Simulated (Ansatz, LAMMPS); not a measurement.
## Site preference of As in place of P in glassy 67P2O5-20BaO-13Al2O3 (mol %) (86 atoms)

Aim: make As in place of P at several sites of glassy 67P2O5-20BaO-13Al2O3 (mol %) (86 atoms), relax each, and compare their energies.

Main program and level: Ansatz 0.2.0; Kohn-Sham DFT, PBE, PAW (set soft_2), plane waves.

### 1. Set-up

The cell holds 86 atoms: 20 P, 3 Ba, 4 Al and 59 O. Cell: a = 10.698 Å, b = 10.698 Å, c = 10.698 Å, α = 90.0°, β = 90.0°, γ = 90.0°. 86 atoms (20 P, 3 Ba, 4 Al, 59 O) placed at random at 2.81 g/cm³, melted at 4000 K for 10 ps at fixed volume with the Morse and Coulomb pair potential with partial charges (Pedone, Malavasi, Menziani, Cormack and Segre, J. Phys. Chem. B 110, 11780 (2006)). Quenched from 4000 K to 300 K at 20 K/ps and fixed volume, held 10 ps at zero pressure, then minimised at fixed cell.

What the set-up can't give: The quench rate of 20 K/ps is orders of magnitude faster than experiment, which tends to freeze in extra defects. The network of bonds at the start is that of the classical potential that made the cell, and needn't be the one that DFT or experiment would give. Sampling is at Γ alone, for a cell whose shortest periodic width is 11 Å. No spin–orbit coupling is included, so levels derived from the heavy atoms are approximate.

### 2. Single point at the start

The forces at the start show how far the geometry lies from a minimum of this functional.

Contents of input.yaml:

```yaml
crystal:
  lattice:
    - [10.69823, 0.0, 0.0]
    - [0.0, 10.69823, 0.0]
    - [0.0, 0.0, 10.69823]
  atoms:
    - { symbol: P, position: [0.42928, 0.92254, 0.41007] }
    - { symbol: P, position: [0.30992, 0.74444, 0.60533] }
    - { symbol: P, position: [0.35404, 0.98006, 0.99767] }
    - { symbol: P, position: [0.56489, 0.53145, 0.2704] }
    - { symbol: P, position: [0.37372, 0.2302, 0.13416] }
    - { symbol: P, position: [0.92196, 0.56793, 0.67771] }
    - { symbol: P, position: [0.37457, 0.4686, 0.63053] }
    - { symbol: P, position: [0.16413, 0.76656, 0.96351] }
    - { symbol: P, position: [0.66943, 0.14224, 0.7969] }
    - { symbol: P, position: [0.72049, 0.46796, 0.03733] }
    - { symbol: P, position: [0.00545, 0.49771, 0.41341] }
    - { symbol: P, position: [0.97345, 0.09389, 0.15901] }
    - { symbol: P, position: [0.04967, 0.21098, 0.41644] }
    - { symbol: P, position: [0.89917, 0.83087, 0.27518] }
    - { symbol: P, position: [0.70869, 0.17882, 0.07816] }
    - { symbol: P, position: [0.13557, 0.39447, 0.77455] }
    - { symbol: P, position: [0.95125, 0.8354, 0.7857] }
    - { symbol: P, position: [0.7028, 0.87101, 0.4827] }
    - { symbol: P, position: [0.12233, 0.3571, 0.06061] }
    - { symbol: P, position: [0.66165, 0.30957, 0.43545] }
    - { symbol: Ba, position: [0.59997, 0.77602, 0.83205] }
    - { symbol: Ba, position: [0.25418, 0.68658, 0.26102] }
    - { symbol: Ba, position: [0.21002, 0.04556, 0.66465] }
    - { symbol: Al, position: [0.65325, 0.43075, 0.72968] }
    - { symbol: Al, position: [0.881, 0.06577, 0.61893] }
    - { symbol: Al, position: [0.96209, 0.60214, 0.13731] }
    - { symbol: Al, position: [0.38189, 0.21821, 0.43605] }
    - { symbol: O, position: [0.35159, 0.09241, 0.09177] }
    - { symbol: O, position: [0.02388, 0.15428, 0.28552] }
    - { symbol: O, position: [0.83895, 0.8541, 0.86567] }
    - { symbol: O, position: [0.37976, 0.0445, 0.46187] }
    - { symbol: O, position: [0.17318, 0.76788, 0.61673] }
    - { symbol: O, position: [0.37412, 0.36822, 0.53157] }
    - { symbol: O, position: [0.93514, 0.70352, 0.7231] }
    - { symbol: O, position: [0.86588, 0.7396, 0.17309] }
    - { symbol: O, position: [0.31314, 0.04532, 0.87941] }
    - { symbol: O, position: [0.59078, 0.04148, 0.74342] }
    - { symbol: O, position: [0.5697, 0.90615, 0.43872] }
    - { symbol: O, position: [0.68514, 0.13475, 0.9421] }
    - { symbol: O, position: [0.9257, 0.9634, 0.2263] }
    - { symbol: O, position: [0.07, 0.82278, 0.86809] }
    - { symbol: O, position: [0.65621, 0.49627, 0.91638] }
    - { symbol: O, position: [0.72794, 0.32432, 0.06395] }
    - { symbol: O, position: [0.60891, 0.41631, 0.34838] }
    - { symbol: O, position: [0.85397, 0.51867, 0.0373] }
    - { symbol: O, position: [0.02083, 0.26323, 0.08695] }
    - { symbol: O, position: [0.01438, 0.35205, 0.42031] }
    - { symbol: O, position: [0.46955, 0.2919, 0.05394] }
    - { symbol: O, position: [0.48048, 0.92175, 0.99535] }
    - { symbol: O, position: [0.01583, 0.78663, 0.3399] }
    - { symbol: O, position: [0.80078, 0.13875, 0.73859] }
    - { symbol: O, position: [0.80385, 0.51116, 0.7252] }
    - { symbol: O, position: [0.38964, 0.8971, 0.27956] }
    - { symbol: O, position: [0.37892, 0.79499, 0.71523] }
    - { symbol: O, position: [0.9346, 0.53625, 0.29874] }
    - { symbol: O, position: [0.43081, 0.52014, 0.23313] }
    - { symbol: O, position: [0.22399, 0.6555, 0.90263] }
    - { symbol: O, position: [0.76868, 0.98591, 0.53504] }
    - { symbol: O, position: [0.26433, 0.43314, 0.72087] }
    - { symbol: O, position: [0.50064, 0.48314, 0.69125] }
    - { symbol: O, position: [0.96479, 0.94238, 0.69495] }
    - { symbol: O, position: [0.18894, 0.20592, 0.44109] }
    - { symbol: O, position: [0.77644, 0.25801, 0.37453] }
    - { symbol: O, position: [0.70279, 0.77176, 0.58152] }
    - { symbol: O, position: [0.55649, 0.2193, 0.45974] }
    - { symbol: O, position: [0.24635, 0.2983, 0.10218] }
    - { symbol: O, position: [0.98224, 0.1343, 0.51397] }
    - { symbol: O, position: [0.34082, 0.60379, 0.58933] }
    - { symbol: O, position: [0.1322, 0.38095, 0.91729] }
    - { symbol: O, position: [0.38246, 0.23817, 0.2742] }
    - { symbol: O, position: [0.09422, 0.47834, 0.1254] }
    - { symbol: O, position: [0.5844, 0.64702, 0.34563] }
    - { symbol: O, position: [0.6947, 0.37424, 0.5575] }
    - { symbol: O, position: [0.61906, 0.13776, 0.1745] }
    - { symbol: O, position: [0.06762, 0.03762, 0.07181] }
    - { symbol: O, position: [0.25993, 0.865, 0.00818] }
    - { symbol: O, position: [0.03511, 0.49273, 0.73502] }
    - { symbol: O, position: [0.62492, 0.27533, 0.77645] }
    - { symbol: O, position: [0.1384, 0.53892, 0.42002] }
    - { symbol: O, position: [0.10122, 0.27316, 0.71588] }
    - { symbol: O, position: [0.94133, 0.54503, 0.53639] }
    - { symbol: O, position: [0.08426, 0.7171, 0.07026] }
    - { symbol: O, position: [0.36137, 0.81826, 0.49068] }
    - { symbol: O, position: [0.7906, 0.83883, 0.3708] }
    - { symbol: O, position: [0.64899, 0.52306, 0.15083] }
    - { symbol: O, position: [0.84014, 0.12878, 0.11153] }
kpoints:
  mp_grid: { grid: [1, 1, 1] }
hamiltonian:
  xc: pbe
scf:
  occupations: { method: fermi_dirac, width: 0.025 }
output:
  forces: true
```

Launch:

```console
> ansatz run input.yaml --threads 4 --pin off --max-ram 8192MiB --backend cpu --events-out ev --progress --plain --runs-dir out
```

Numbers of over 12 decimals in the logs are rounded to 6 here.

What it wrote:

```text
[...]
Pseudopotentials: kind: paw
Pseudopotential: P, paw, valence charge 5, recommended cutoff 420 eV (normal), P.paw.azcp
Pseudopotential: Ba, paw, valence charge 10, recommended cutoff 420 eV (normal), Ba.paw.azcp
Pseudopotential: Al, paw, valence charge 3, recommended cutoff 420 eV (normal), Al.paw.azcp
Pseudopotential: O, paw, valence charge 6, recommended cutoff 420 eV (normal), O.paw.azcp
[... 5 lines on functional and potentials left out ...]
Crystal: 86 atoms, lattice volume = 1224.435 Å³
Basis set: ecut = 420 eV, 23847 PW (Γ), exchange–correlation on 144×144×144 points (8 copies of the dense FFT grid, shifted against one another)
Bands: 334, of which v1, the nominal top of the filled ones, is band 248 counted from 1 (247 counted from 0)
Symmetry: 1 space group operations
Space group: P1 (ITA 1), of the structure as read, at distance tolerance 1.1e-4 Å
k-points: 1
[... 9 lines on functional and potentials left out ...]
Initial density: superposition of atomic densities (neutral atoms: chi_scale 0, normalization atom), corrected by the library's trained network
Initial wavefunctions: pseudopotential atomic-orbital guess
[...]
SCF iter   1: F=—  HF=-68629.732314 eV  |F-HF|=—  |Δ(HF+E_count)|=         —  Δρ=4.69e-3  dr2=5.23e-1  ethr=1.77e-3  ⟨swp⟩=9.0  Hψ=2019  notcnv=0  defer=42
preconditioner: auto → Resta (q_TF=auto, 2.347 Å⁻¹)  ε∞=3.1  [insulator: Δε(μ)=3.116 eV  Ē_g=16.273 eV  σ=0.025 eV  W_gap=1.00  n_scr=250 (ndim 8)  ℏωp=23.6 eV  f_vac=0.179  D(μ)=0.00/eV (n_scr^D=0)  ε∞_Penn≈3.1]
SCF iter   2: F=—  HF=-68629.613714 eV  |F-HF|=—  |Δ(HF+E_count)|=   1.19e-1  Δρ=2.49e-3  dr2=1.30e-1  ethr=1.05e-4  ⟨swp⟩=3.0  Hψ=596  notcnv=0  defer=79
SCF iter   3: F=—  HF=-68629.581680 eV  |F-HF|=—  |Δ(HF+E_count)|=   3.20e-2  Δρ=1.22e-3  dr2=4.39e-2  ethr=2.62e-5  ⟨swp⟩=3.0  Hψ=486  notcnv=0  defer=32
automatic band count: iteration 3 solves 287 bands in place of 334: the levels show a gap, and the empty bands left out lie too high to hold charge; the band table lists the bands solved (type scf.n_extra_bands for more)
SCF iter   4: F=—  HF=-68629.567118 eV  |F-HF|=—  |Δ(HF+E_count)|=   1.46e-2  Δρ=5.28e-4  dr2=4.04e-3  ethr=8.84e-6  ⟨swp⟩=3.0  Hψ=487  notcnv=0  defer=32
SCF iter   5: F=—  HF=-68629.566511 eV  |F-HF|=—  |Δ(HF+E_count)|=   6.07e-4  Δρ=2.73e-4  dr2=8.40e-4  ethr=8.14e-7  ⟨swp⟩=4.0  Hψ=618  notcnv=0  defer=30
[...]
SCF iter   9: F=—  HF=-68629.568136 eV  |F-HF|=—  |Δ(HF+E_count)|=   8.73e-7  Δρ=4.86e-6  dr2=2.55e-7  ethr=2.92e-10  ⟨swp⟩=3.0  Hψ=550  notcnv=0  defer=30
SCF iter  10: F=-68629.568136 eV  HF=-68629.568136 eV  |F-HF|=2.54e-8  |Δ(HF+E_count)|=   8.42e-8  Δρ=2.65e-6  dr2=7.52e-8  ethr=2.02e-11  ⟨swp⟩=6.0  Hψ=1112  notcnv=0
SCF 1 converged in 10 iterations: F = -68629.568136 eV  dr2 = 7.52e-8
[...]
SCF converged after 10 iterations
Free energy (F): -68629.568136 eV
Harris-Foulkes:  -68629.568136 eV  (|F-HF|=2.54e-8)
Internal energy: -68629.568136 eV  (E = F + TS)
E sigma→0 (E₀):  -68629.568136 eV
Fermi energy:    5.590829 eV
--- Per-component energies (eV) ---
[...]
Σ components = -68629.568136   (vs F -68629.568136, Δ=0.00e0)
--- Forces (eV/Å), atoms counted from 1 ---
  atom   1  P     -1.08670958    -0.39310771    -1.88780591
  atom   2  P     -1.46624812     2.47257844     3.70365696
  atom   3  P      2.06683023     1.98698216    -3.56630462
  atom   4  P     -2.02231510     1.37418037     3.03181122
[...]
atom  86  O      1.04963227     0.12530505    -0.19252901
  max |Σ_I F_I| component: 1.50e-4 eV/Å
```

It took 11 s on 4 threads of Intel Xeon 6975P-C (Granite Rapids), shared host; peak memory 1.6 GiB.

The r.m.s. force at the start is 1.2 eV/Å.

### 3. Relaxation

The atoms are relaxed in the fixed cell, aiming at the force tolerance of the input.

Contents of input.yaml:

```yaml
crystal:
  lattice:
    - [10.69823, 0.0, 0.0]
    - [0.0, 10.69823, 0.0]
    - [0.0, 0.0, 10.69823]
  atoms:
    [... the 86 atom lines of step 2 ...]
kpoints:
  mp_grid: { grid: [1, 1, 1] }
hamiltonian:
  xc: pbe
scf:
  occupations: { method: fermi_dirac, width: 0.025 }
output:
  forces: true
relax:
  f_tol: 0.05
  max_steps: 120
```

What it wrote:

```text
[...]
Crystal: 86 atoms, lattice volume = 1224.435 Å³
Basis set: ecut = 420 eV, 23847 PW (Γ), exchange–correlation on 144×144×144 points (8 copies of the dense FFT grid, shifted against one another)
Bands: 334, of which v1, the nominal top of the filled ones, is band 248 counted from 1 (247 counted from 0)
Symmetry: 1 space group operations
[...]
k-points: 1
[...]
SCF iter   1: F=—  HF=-68629.732314 eV  |F-HF|=—  |Δ(HF+E_count)|=         —  Δρ=4.69e-3  dr2=5.23e-1  ethr=1.77e-3  ⟨swp⟩=9.0  Hψ=2019  notcnv=0  defer=42
[...]
SCF iter   6: F=—  HF=-68629.568106 eV  |F-HF|=—  |Δ(HF+E_count)|=   4.27e-5  Δρ=8.40e-5  dr2=7.33e-5  ethr=1.77e-7  ⟨swp⟩=3.0  Hψ=527  notcnv=0  defer=77
SCF iter   7: F=-68629.568127 eV  HF=-68629.568132 eV  |F-HF|=5.23e-6  |Δ(HF+E_count)|=   2.61e-5  Δρ=4.29e-5  dr2=1.90e-5  ethr=1.26e-8  ⟨swp⟩=6.0  Hψ=1035  notcnv=0
SCF 1 converged in 7 iterations: F = -68629.568127 eV  dr2 = 1.90e-5
[...]
relax step   1: F+E_penalty+E_count = -68629.56812692 eV  Δ(F+E_penalty+E_count) = +0.000e0 eV  max|allowed force component| = 4.502e0 eV/Å  Δτ_max = 0.0000 Å  (7 SCF iters, dr2 threshold 6.25e-5 eV, accepted)
[...]
relax step   2: F+E_penalty+E_count = -68632.17485374 eV  Δ(F+E_penalty+E_count) = -2.607e0 eV  max|allowed force component| = 3.794e0 eV/Å  Δτ_max = 0.1949 Å  (6 SCF iters, dr2 threshold 1.00e-4 eV, accepted)
[...]
relax step   3: F+E_penalty+E_count = -68634.72267465 eV  Δ(F+E_penalty+E_count) = -2.548e0 eV  max|allowed force component| = 2.023e0 eV/Å  Δτ_max = 0.1840 Å  (7 SCF iters, dr2 threshold 1.00e-4 eV, accepted)
relax step   4: F+E_penalty+E_count = -68635.71147140 eV  Δ(F+E_penalty+E_count) = -9.888e-1 eV  max|allowed force component| = 1.033e0 eV/Å  Δτ_max = 0.2000 Å  (6 SCF iters, dr2 threshold 1.00e-4 eV, accepted)
relax step   5: F+E_penalty+E_count = -68636.71770665 eV  Δ(F+E_penalty+E_count) = -1.006e0 eV  max|allowed force component| = 9.741e-1 eV/Å  Δτ_max = 0.1943 Å  (7 SCF iters, dr2 threshold 1.00e-4 eV, accepted)
relax step   6: F+E_penalty+E_count = -68637.25027019 eV  Δ(F+E_penalty+E_count) = -5.326e-1 eV  max|allowed force component| = 4.540e-1 eV/Å  Δτ_max = 0.2000 Å  (6 SCF iters, dr2 threshold 1.00e-4 eV, accepted)
relax step   7: F+E_penalty+E_count = -68637.56071871 eV  Δ(F+E_penalty+E_count) = -3.104e-1 eV  max|allowed force component| = 4.365e-1 eV/Å  Δτ_max = 0.1941 Å  (7 SCF iters, dr2 threshold 4.48e-5 eV, accepted)
relax step   8: F+E_penalty+E_count = -68637.83181297 eV  Δ(F+E_penalty+E_count) = -2.711e-1 eV  max|allowed force component| = 3.664e-1 eV/Å  Δτ_max = 0.2000 Å  (6 SCF iters, dr2 threshold 4.14e-5 eV, accepted)
relax step   9: F+E_penalty+E_count = -68638.01781574 eV  Δ(F+E_penalty+E_count) = -1.860e-1 eV  max|allowed force component| = 3.153e-1 eV/Å  Δτ_max = 0.1950 Å  (6 SCF iters, dr2 threshold 9.46e-5 eV, accepted)
relax step  10: F+E_penalty+E_count = -68638.15873787 eV  Δ(F+E_penalty+E_count) = -1.409e-1 eV  max|allowed force component| = 3.045e-1 eV/Å  Δτ_max = 0.2000 Å  (6 SCF iters, dr2 threshold 7.00e-5 eV, accepted)
relax step  11: F+E_penalty+E_count = -68638.27148030 eV  Δ(F+E_penalty+E_count) = -1.127e-1 eV  max|allowed force component| = 4.224e-1 eV/Å  Δτ_max = 0.2000 Å  (7 SCF iters, dr2 threshold 6.86e-5 eV, accepted)
relax step  12: F+E_penalty+E_count = -68638.33464668 eV  Δ(F+E_penalty+E_count) = -6.317e-2 eV  max|allowed force component| = 4.997e-1 eV/Å  Δτ_max = 0.1509 Å  (6 SCF iters, dr2 threshold 1.00e-4 eV, accepted)
relax step  13: F+E_penalty+E_count = -68638.38289394 eV  Δ(F+E_penalty+E_count) = -4.825e-2 eV  max|allowed force component| = 2.340e-1 eV/Å  Δτ_max = 0.0509 Å  (5 SCF iters, dr2 threshold 1.00e-4 eV, accepted)
relax step  14: F+E_penalty+E_count = -68638.50472706 eV  Δ(F+E_penalty+E_count) = -1.218e-1 eV  max|allowed force component| = 2.169e-1 eV/Å  Δτ_max = 0.2000 Å  (7 SCF iters, dr2 threshold 1.20e-5 eV, accepted)
relax step  15: F+E_penalty+E_count = -68638.54705940 eV  Δ(F+E_penalty+E_count) = -4.233e-2 eV  max|allowed force component| = 3.253e-1 eV/Å  Δτ_max = 0.1184 Å  (7 SCF iters, dr2 threshold 1.03e-5 eV, accepted)
relax step  16: F+E_penalty+E_count = -68638.59202357 eV  Δ(F+E_penalty+E_count) = -4.496e-2 eV  max|allowed force component| = 2.518e-1 eV/Å  Δτ_max = 0.0966 Å  (6 SCF iters, dr2 threshold 9.09e-5 eV, accepted)
relax step  17: F+E_penalty+E_count = -68638.72237031 eV  Δ(F+E_penalty+E_count) = -1.303e-1 eV  max|allowed force component| = 3.025e-1 eV/Å  Δτ_max = 0.2000 Å  (7 SCF iters, dr2 threshold 3.80e-5 eV, accepted)
relax step  18: F+E_penalty+E_count = -68638.77096846 eV  Δ(F+E_penalty+E_count) = -4.860e-2 eV  max|allowed force component| = 4.501e-1 eV/Å  Δτ_max = 0.1363 Å  (6 SCF iters, dr2 threshold 5.48e-5 eV, accepted)
relax step  19: F+E_penalty+E_count = -68638.89732290 eV  Δ(F+E_penalty+E_count) = -1.264e-1 eV  max|allowed force component| = 3.679e-1 eV/Å  Δτ_max = 0.2000 Å  (6 SCF iters, dr2 threshold 1.00e-4 eV, accepted)
relax step  20: F+E_penalty+E_count = -68639.00119403 eV  Δ(F+E_penalty+E_count) = -1.039e-1 eV  max|allowed force component| = 3.182e-1 eV/Å  Δτ_max = 0.2000 Å  (6 SCF iters, dr2 threshold 9.04e-5 eV, accepted)
relax step  21: F+E_penalty+E_count = -68639.05265958 eV  Δ(F+E_penalty+E_count) = -5.147e-2 eV  max|allowed force component| = 2.819e-1 eV/Å  Δτ_max = 0.0944 Å  (6 SCF iters, dr2 threshold 6.76e-5 eV, accepted)
relax step  22: F+E_penalty+E_count = -68639.07739867 eV  Δ(F+E_penalty+E_count) = -2.474e-2 eV  max|allowed force component| = 1.908e-1 eV/Å  Δτ_max = 0.0555 Å  (5 SCF iters, dr2 threshold 5.95e-5 eV, accepted)
relax step  23: F+E_penalty+E_count = -68639.10206037 eV  Δ(F+E_penalty+E_count) = -2.466e-2 eV  max|allowed force component| = 1.694e-1 eV/Å  Δτ_max = 0.0730 Å  (6 SCF iters, dr2 threshold 1.67e-5 eV, accepted)
relax step  24: F+E_penalty+E_count = -68639.12615713 eV  Δ(F+E_penalty+E_count) = -2.410e-2 eV  max|allowed force component| = 2.095e-1 eV/Å  Δτ_max = 0.1065 Å  (7 SCF iters, dr2 threshold 1.31e-5 eV, accepted)
relax step  25: F+E_penalty+E_count = -68639.14905120 eV  Δ(F+E_penalty+E_count) = -2.289e-2 eV  max|allowed force component| = 2.574e-1 eV/Å  Δτ_max = 0.1045 Å  (6 SCF iters, dr2 threshold 3.46e-5 eV, accepted)
relax step  26: F+E_penalty+E_count = -68639.17515298 eV  Δ(F+E_penalty+E_count) = -2.610e-2 eV  max|allowed force component| = 3.077e-1 eV/Å  Δτ_max = 0.1132 Å  (6 SCF iters, dr2 threshold 6.63e-5 eV, accepted)
relax step  27: F+E_penalty+E_count = -68639.20251804 eV  Δ(F+E_penalty+E_count) = -2.737e-2 eV  max|allowed force component| = 3.848e-1 eV/Å  Δτ_max = 0.1589 Å  (6 SCF iters, dr2 threshold 9.47e-5 eV, accepted)
relax step  28: F+E_penalty+E_count = -68639.21570403 eV  Δ(F+E_penalty+E_count) = -1.319e-2 eV  max|allowed force component| = 5.112e-1 eV/Å  Δτ_max = 0.1349 Å  (6 SCF iters, dr2 threshold 1.00e-4 eV, accepted)
relax step  29: F+E_penalty+E_count = -68639.25486561 eV  Δ(F+E_penalty+E_count) = -3.916e-2 eV  max|allowed force component| = 3.895e-1 eV/Å  Δτ_max = 0.0658 Å  (5 SCF iters, dr2 threshold 1.00e-4 eV, accepted)
relax step  30: F+E_penalty+E_count = -68639.28445946 eV  Δ(F+E_penalty+E_count) = -2.959e-2 eV  max|allowed force component| = 3.571e-1 eV/Å  Δτ_max = 0.2000 Å  (6 SCF iters, dr2 threshold 8.81e-5 eV, accepted)
relax step  31: F+E_penalty+E_count = -68639.31396034 eV  Δ(F+E_penalty+E_count) = -2.950e-2 eV  max|allowed force component| = 1.048e-1 eV/Å  Δτ_max = 0.0676 Å  (5 SCF iters, dr2 threshold 7.40e-5 eV, accepted)
relax step  32: F+E_penalty+E_count = -68639.23980460 eV  Δ(F+E_penalty+E_count) = +7.416e-2 eV  max|allowed force component| = 3.883e-1 eV/Å  Δτ_max = 0.2000 Å  (10 SCF iters, rejected (line search))
relax step  33: F+E_penalty+E_count = -68639.32879290 eV  Δ(F+E_penalty+E_count) = -1.483e-2 eV  max|allowed force component| = 9.104e-2 eV/Å  Δτ_max = 0.0633 Å  (10 SCF iters, accepted)
relax step  34: F+E_penalty+E_count = -68639.33122279 eV  Δ(F+E_penalty+E_count) = -2.430e-3 eV  max|allowed force component| = 7.937e-2 eV/Å  Δτ_max = 0.0439 Å  (9 SCF iters, accepted)
relax step  35: F+E_penalty+E_count = -68639.33427071 eV  Δ(F+E_penalty+E_count) = -3.048e-3 eV  max|allowed force component| = 3.930e-2 eV/Å  Δτ_max = 0.0277 Å  (5 SCF iters, dr2 threshold 4.75e-6 eV, accepted)
[...]
relax step  36: F+E_penalty+E_count = -68639.33427220 eV  Δ(F+E_penalty+E_count) = -1.487e-6 eV  max|allowed force component| = 3.915e-2 eV/Å  Δτ_max = 0.0000 Å  (4 SCF iters, accepted)
SCF converged after 4 iterations
Free energy (F): -68639.334272 eV
[...]
Internal energy: -68639.334272 eV  (E = F + TS)
E sigma→0 (E₀):  -68639.334272 eV
Fermi energy:    5.417360 eV
[...]
Σ components = -68639.334272   (vs F -68639.334272, Δ=0.00e0)
--- Forces (eV/Å), atoms counted from 1 ---
  atom   1  P      0.00800621     0.01677589     0.00881572
  atom   2  P      0.00052003    -0.01347144    -0.01807518
  atom   3  P     -0.02179106     0.00135036     0.01057518
  atom   4  P     -0.03914938     0.01262617    -0.00934935
[...]
atom  86  O      0.00438395    -0.00996842     0.00529128
  max |Σ_I F_I| component: 1.25e-4 eV/Å
--- Relaxed structure (36 steps of the walk, 35 accepted, 0 SCFs on fresh bases) ---
  F+E_penalty+E_count = -68639.33427220 eV   max|allowed force component| = 3.915e-2 eV/Å
  atoms:
    - { symbol: P, position: [0.438606, 0.943046, 0.453412] }
    - { symbol: P, position: [0.369134, 0.746310, 0.652065] }
    - { symbol: P, position: [0.307473, 0.952797, 1.024139] }
    - { symbol: P, position: [0.545162, 0.534623, 0.261219] }
[...]
- { symbol: O, position: [0.832806, 0.181306, 0.162141] }
```

It took 2.2 min on 4 threads; peak memory 1.6 GiB; 8.1 min of CPU time.

The relaxation converged after 36 steps, 9.77 eV below its start, with a largest force component of 0.039 eV/Å.

(Continued in part 2 of 3.)

[Logs are printed without paths, hosts, clocks, repeated set-up lines and the standing remarks that a program may print on its own settings, such as how far it seeks lower states.]

[Hosts, paths, dates, database ids (printed as entryN), source tags and the programs' standing remarks are cut or masked in the printed files.]
